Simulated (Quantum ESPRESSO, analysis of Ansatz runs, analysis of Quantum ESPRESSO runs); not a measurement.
# Local vibrational mode of the Si donor on a Ga site in GaAs (QE: PBE) (Quantum ESPRESSO), part 2 of 2

Aim: the local vibrational mode of the Si donor on a Ga site in GaAs, to be set beside the measurement. Set-up: QE: PBE, GBRV 1.5 PBE, 32-site cell, PBE lattice, k: 2x2x2 shifted. The model is a cell of 32 host atoms with 1 Ga taken out and 1 Si put in. The frequencies come from force constants among the defect atom and its neighbours, with the masses of the isotopes named. Other potentials or another program check that the number doesn't hang on one set of files.

Quantum ESPRESSO 7.5; QE: PBE, GBRV 1.5 PBE, 32-site cell, PBE lattice, k: 2x2x2 shifted.

So far: Set-up; Relaxation, charge +1.

## 3. Atom Si7 moved by 0.015 A along x

Force constants come from the forces after small displacements; symmetry gives the rest. One such run is shown.

This step: Quantum ESPRESSO plane-wave DFT, PBE, GBRV 1.5 PBE potentials; single point of a defect supercell.

Input file pw.in:

```
&CONTROL
  calculation = 'scf'
  prefix = 'pwscf'
  outdir = './tmp'
  pseudo_dir = './pseudo'
  tprnfor = .true.
  disk_io = 'low'
/
&SYSTEM
  ibrav = 0
  nat = 32
  ntyp = 3
  ecutwfc = 45
  ecutrho = 360
  nbnd = 188
  occupations = 'smearing'
  smearing = 'fd'
  degauss = 0.00073499
  tot_charge = 1
/
&ELECTRONS
  conv_thr = 1d-10
  electron_maxstep = 100
  mixing_beta = 0.5
/
ATOMIC_SPECIES
Ga    69.7230 ga_pbe_v1.4.uspp.F.UPF
Si    28.0850 si_pbe_v1.uspp.F.UPF
As    74.9216 as_pbe_v1.uspp.F.UPF
CELL_PARAMETERS angstrom
  -5.7369015769    5.7369015769   -5.7369015769
   5.7369015769    5.7369015769    5.7369015769
   5.7369015769   -5.7369015769   -5.7369015769
ATOMIC_POSITIONS crystal
Ga    -0.0024473400    0.0009708189   -0.0024473400
Ga    -0.0024473400    0.2475526600    0.7509708189
Ga     0.0034181588    0.5000000000    0.5024473400
[... 2 atom lines left out ...]
Ga     0.2500000000    0.2534181588    0.5024473400
Si     0.2500000000    0.5013073259    0.2513073259
Ga     0.2500000000    0.7524473400    0.0034181588
[... 3 atom lines left out ...]
Ga     0.4965818412    0.7465818412    0.7490291811
[... 3 atom lines left out ...]
Ga     0.7490291811    0.7465818412    0.4965818412
[... 2 atom lines left out ...]
As     0.0062583227    0.5000000000    0.2500000000
[... 2 atom lines left out ...]
As     0.2500000000    0.2562583227    0.2500000000
As     0.2500000000    0.5000000000    0.0062583227
[... 4 atom lines left out ...]
As     0.4937416773    0.7437416773    0.4937416773
[... 3 atom lines left out ...]
As     0.7519097319    0.7498748883    0.2500000000
K_POINTS automatic
2 2 2 1 1 1
```

On the command line:

```bash
OMP_NUM_THREADS=1 mpirun -n 2 pw.x -nk 2 -in pw.in > pw.out
```

The log of the run:

```text
[banner, memory and clock lines left out]
          URL

     Message from routine setup:
     using ibrav=0 with symmetry is DISCOURAGED, use correct ibrav instead

     G-vector sticks info

     bravais-lattice index     =            0
     lattice parameter (alat)  =      18.7775  a.u.
     unit-cell volume          =    5096.6967 (a.u.)^3
     number of atoms/cell      =           32
     number of atomic types    =            3
     number of electrons       =       368.00
     number of Kohn-Sham states=          188
     kinetic-energy cutoff     =      45.0000  Ry
     charge density cutoff     =     360.0000  Ry
     scf convergence threshold =      1.0E-10
     mixing beta               =       0.5000
     number of iterations used =            8  plain     mixing
     Exchange-correlation= SLA  PW   PBE  PBE
                           (   1   4   3   4   0   0   0)

     celldm(1)=  18.777462  celldm(2)=   0.000000  celldm(3)=   0.000000
     celldm(4)=   0.000000  celldm(5)=   0.000000  celldm(6)=   0.000000

     crystal axes: (cart. coord. in units of alat)
               a(1) = (  -0.577350   0.577350  -0.577350 )
               a(2) = (   0.577350   0.577350   0.577350 )
               a(3) = (   0.577350  -0.577350  -0.577350 )

     reciprocal axes: (cart. coord. in units 2 pi/alat)
               b(1) = (  0.000000  0.866025 -0.866025 )
               b(2) = (  0.866025  0.866025 -0.000000 )
               b(3) = (  0.866025  0.000000 -0.866025 )

     PseudoPot. # 1 for Ga read from file:
     ga_pbe_v1.4.uspp.F.UPF
     Pseudo is Ultrasoft + core correction, Zval = 19.0
     Generated by new atomic code, or converted to UPF format
     Using radial grid of  871 points,  6 beta functions with:
                l(1) =   0
                l(2) =   0
                l(3) =   1
                l(4) =   1
                l(5) =   2
                l(6) =   2
     Q(r) pseudized with  8 coefficients,  rinner =    1.250   1.250   1.250
                                                       1.250   1.250

     PseudoPot. # 2 for Si read from file:
     si_pbe_v1.uspp.F.UPF
     Pseudo is Ultrasoft + core correction, Zval =  4.0
     Generated by new atomic code, or converted to UPF format
     Using radial grid of  899 points,  6 beta functions with:
                l(1) =   0
                l(2) =   0
                l(3) =   1
                l(4) =   1
[...]
Q(r) pseudized with  8 coefficients,  rinner =    0.900   0.900   0.900
                                                       0.900   0.900

     PseudoPot. # 3 for As read from file:
     as_pbe_v1.uspp.F.UPF
     Pseudo is Ultrasoft + core correction, Zval =  5.0
     Generated by new atomic code, or converted to UPF format
     Using radial grid of  875 points,  6 beta functions with:
[...]
l(2) =   0
                l(3) =   1
                l(4) =   1
                l(5) =   2
                l(6) =   2
     Q(r) pseudized with  8 coefficients,  rinner =    1.300   1.300   1.300
                                                       1.300   1.300

     atomic species   valence    mass     pseudopotential
     Ga               19.00    69.72300     Ga( 1.00)
     Si                4.00    28.08500     Si( 1.00)
     As                5.00    74.92160     As( 1.00)

      4 Sym. Ops. (no inversion) found ( 3 have fractional translation)

   Cartesian axes

     site n.     atom                  positions (alat units)
         1        Ga     tau(   1) = (   0.0005605   0.0005605   0.0033864  )
         2        Ga     tau(   2) = (   0.5779108  -0.2920616  -0.2892356  )
         3        Ga     tau(   3) = (   0.5767898   0.0005605  -0.0033864  )
         4        Ga     tau(   4) = (   0.5767898   0.2920616   0.2881146  )
         5        Ga     tau(   5) = (   0.2886751  -0.2886751  -0.5773503  )
         6        Ga     tau(   6) = (   0.2920616   0.0005605  -0.2881146  )
         7        Si     tau(   7) = (   0.2901847   0.2886751   0.0000000  )
         8        Ga     tau(   8) = (   0.2920616   0.5767898   0.2881146  )
         9        Ga     tau(   9) = (  -0.0005605  -0.0005605  -0.5739638  )
        10        Ga     tau(  10) = (   0.0005605   0.2920616  -0.2881146  )
        11        Ga     tau(  11) = (   0.0005605   0.5767898  -0.0033864  )
        12        Ga     tau(  12) = (   0.5767898   0.2852887  -0.2881146  )
        13        Ga     tau(  13) = (  -0.2886751   0.2886751  -0.5773503  )
        14        Ga     tau(  14) = (  -0.2920616   0.5779108  -0.2892356  )
        15        Ga     tau(  15) = (   0.2886751   0.2886751  -0.5773503  )
        16        Ga     tau(  16) = (   0.2852887   0.5767898  -0.2881146  )
        17        As     tau(  17) = (   0.4319824  -0.4341875  -0.4318379  )
        18        As     tau(  18) = (   0.4341875  -0.1453679  -0.1455124  )
        19        As     tau(  19) = (   0.4293995   0.1479508   0.1407243  )
        20        As     tau(  20) = (   0.4341875   0.4341875   0.4340431  )
        21        As     tau(  21) = (   0.1453679  -0.1431627  -0.4318379  )
        22        As     tau(  22) = (   0.1479508   0.1479508  -0.1407243  )
[...]
iteration #  5     ecut=    45.00 Ry     beta= 0.50
     Davidson diagonalization with overlap
     ethr =  8.91E-06,  avg # of iterations =  9.0

     total energy              =   -6885.37044394 Ry
     estimated scf accuracy    <       0.03327648 Ry

     iteration #  6     ecut=    45.00 Ry     beta= 0.50
     Davidson diagonalization with overlap
     ethr =  8.91E-06,  avg # of iterations =  2.0

     total energy              =   -6885.37690090 Ry
     estimated scf accuracy    <       0.00067075 Ry

     iteration #  7     ecut=    45.00 Ry     beta= 0.50
     Davidson diagonalization with overlap
     ethr =  1.82E-07,  avg # of iterations =  5.3

     total energy              =   -6885.37720213 Ry
     estimated scf accuracy    <       0.00028136 Ry

     iteration #  8     ecut=    45.00 Ry     beta= 0.50
     Davidson diagonalization with overlap
     ethr =  7.65E-08,  avg # of iterations =  2.7

     total energy              =   -6885.37727602 Ry
     estimated scf accuracy    <       0.00003880 Ry

     iteration #  9     ecut=    45.00 Ry     beta= 0.50
     Davidson diagonalization with overlap
     ethr =  1.05E-08,  avg # of iterations =  5.0

     total energy              =   -6885.37727623 Ry
     estimated scf accuracy    <       0.00003793 Ry

     iteration # 10     ecut=    45.00 Ry     beta= 0.50
     Davidson diagonalization with overlap
     ethr =  1.03E-08,  avg # of iterations =  2.0

     total energy              =   -6885.37728183 Ry
     estimated scf accuracy    <       0.00000306 Ry

     iteration # 11     ecut=    45.00 Ry     beta= 0.50
     Davidson diagonalization with overlap
     ethr =  8.32E-10,  avg # of iterations =  5.0

     total energy              =   -6885.37728338 Ry
     estimated scf accuracy    <       0.00000015 Ry

     iteration # 12     ecut=    45.00 Ry     beta= 0.50
     Davidson diagonalization with overlap
     ethr =  3.97E-11,  avg # of iterations =  6.3

     total energy              =   -6885.37728352 Ry
     estimated scf accuracy    <       0.00000018 Ry

     iteration # 13     ecut=    45.00 Ry     beta= 0.50
     Davidson diagonalization with overlap
     ethr =  3.97E-11,  avg # of iterations =  2.0

     total energy              =   -6885.37728354 Ry
     estimated scf accuracy    <       0.00000001 Ry

     iteration # 14     ecut=    45.00 Ry     beta= 0.50
     Davidson diagonalization with overlap
     ethr =  2.82E-12,  avg # of iterations =  4.0

     total energy              =   -6885.37728354 Ry
     estimated scf accuracy    <          2.9E-10 Ry

     iteration # 15     ecut=    45.00 Ry     beta= 0.50
     Davidson diagonalization with overlap
     ethr =  1.00E-13,  avg # of iterations =  5.0

     total energy              =   -6885.37728354 Ry
     estimated scf accuracy    <          1.0E-10 Ry

     iteration # 16     ecut=    45.00 Ry     beta= 0.50
     Davidson diagonalization with overlap
     ethr =  1.00E-13,  avg # of iterations =  2.0

     End of self-consistent calculation

          k = 0.4330 0.4330-0.4330 ( 25972 PWs)   bands (ev):

   -87.6034 -87.6034 -87.6007 -87.6007 -87.6007 -87.6007 -87.5978 -87.5978
   -87.5978 -87.5978 -87.5951 -87.5951 -87.5948 -87.5948 -87.5925 -87.5925
   -87.5924 -87.5924 -87.5901 -87.5901 -87.5899 -87.5898 -87.5898 -87.5897
   -87.5878 -87.5878 -87.5877 -87.5877 -87.5875 -87.5875 -87.5852 -87.5852
   -87.5852 -87.5851 -87.5828 -87.5828 -87.5750 -87.5750 -87.5750 -87.5716
   -87.5715 -87.5715 -87.5715 -87.5715 -87.5714  -8.0753  -8.0746  -8.0741
    -8.0740  -8.0738  -8.0725  -8.0725  -8.0722  -8.0714  -8.0560  -8.0543
    -8.0526  -8.0286  -8.0220  -8.0214  -8.0207  -7.9852  -7.9849  -7.9845
    -7.9836  -7.9834  -7.9824  -7.9820  -7.9817  -7.9718  -7.9718  -7.9714
    -7.9710  -7.9707  -7.9702  -7.9699  -7.9693  -7.9687  -7.9684  -7.9669
[...]
7.7392   7.8865   7.8908   7.8952

          k = 0.0000 0.4330 0.0000 ( 26027 PWs)   bands (ev):

[...]
8.0625   8.3201   8.5292   8.5940

          k = 0.4330 0.0000 0.0000 ( 26027 PWs)   bands (ev):

[...]
0.6227   0.6234   0.8489   1.8735   1.9673   1.9780   2.0885   2.9209
     2.9253   2.9273   3.0943   3.4742   3.6775   3.6827   3.6992   4.1226
     4.1290   4.1395   4.3928   4.4207   4.4219   4.4246   4.4303   4.4482
     4.4493   4.4767   4.4853   4.4857   4.5264   4.5549   5.2964   5.3172
     5.3269   5.4305   5.4985   5.5045   5.5441   5.5756   6.0019   6.0028
     8.0624   8.3204   8.5293   8.5921

     the Fermi energy is     7.1878 ev

!    total energy              =   -6885.37728354 Ry
     estimated scf accuracy    <          1.4E-11 Ry
     smearing contrib. (-TS)   =       0.00000000 Ry
     internal energy E=F+TS    =   -6885.37728354 Ry

     The total energy is F=E-TS. E is the sum of the following terms:
     one-electron contribution =   -6277.48292288 Ry
     hartree contribution      =    3254.58614395 Ry
     xc contribution           =   -1236.65156855 Ry
     ewald contribution        =   -2625.82893606 Ry

     convergence has been achieved in  16 iterations

     Forces acting on atoms (cartesian axes, Ry/au):

     atom    1 type  1   force =    -0.00008765   -0.00021244    0.00009069
     atom    2 type  1   force =    -0.00008765   -0.00009069    0.00021244
     atom    3 type  1   force =     0.00048437   -0.00035635   -0.00024588
     atom    4 type  1   force =     0.00048437    0.00024588    0.00035635
     atom    5 type  1   force =    -0.00026215    0.00000000    0.00000000
     atom    6 type  1   force =    -0.00019020   -0.00013826   -0.00013826
     atom    7 type  2   force =    -0.00642893   -0.00000000    0.00000000
     atom    8 type  1   force =    -0.00019020    0.00013826    0.00013826
     atom    9 type  1   force =     0.00048437    0.00035635    0.00024588
     atom   10 type  1   force =    -0.00008765    0.00009069   -0.00021244
[...]
atom   28 type  3   force =     0.00159109    0.00092349   -0.00092349
     atom   29 type  3   force =    -0.00004867   -0.00022281    0.00003533
     atom   30 type  3   force =    -0.00004867   -0.00003533    0.00022281
     atom   31 type  3   force =    -0.00004867    0.00003533   -0.00022281
     atom   32 type  3   force =    -0.00004867    0.00022281   -0.00003533

     Total force =     0.007896     Total SCF correction =     0.000014
```

Elapsed: 20 min, on 2 MPI ranks of Arm Neoverse V1, shared host; peak memory 3.3 GiB.

## 4. Local vibrational modes

Analysis of the runs above: force constants by central differences of Quantum ESPRESSO plane-wave DFT, PBE, GBRV 1.5 PBE potentials forces among the atoms nearest to a defect, the others at rest.

The modes with the largest weight on the probed atoms (the light atom of a pair), for the masses of each isotope. Modes of the displaced atoms (local only where they lie over the host's phonons):

| isotopes | mode (cm⁻¹) | share of the defect atoms |
| --- | --- | --- |
| n | 355.4 | 0.825 |
| n | 355.4 | 0.825 |
| n | 355.4 | 0.825 |

## 5. Outcome

```json
{
 "distance from the defect atom to its nearest neighbour": "2.422 Å",
 "threefold local mode of 28Si": "355 cm⁻¹"
}
```

**Reading.** Threefold local mode of 28Si: computed 355 cm⁻¹, measured 384 cm⁻¹; 29 cm⁻¹ (7 %) below the measurement. Only the named neighbours move, so modes near the host's band are approximate.

[Logs are printed without paths, hosts, clocks, repeated set-up lines and the standing remarks that a program may print on its own settings, such as how far it seeks lower states.]

[Hosts, paths, dates, database ids (printed as entryN), source tags and the programs' standing remarks are cut or masked in the printed files.]

[For some hosts the program warned that the k-mesh of the response run may be too coarse for force constants and the static dielectric constant; such warnings are not shown here.]
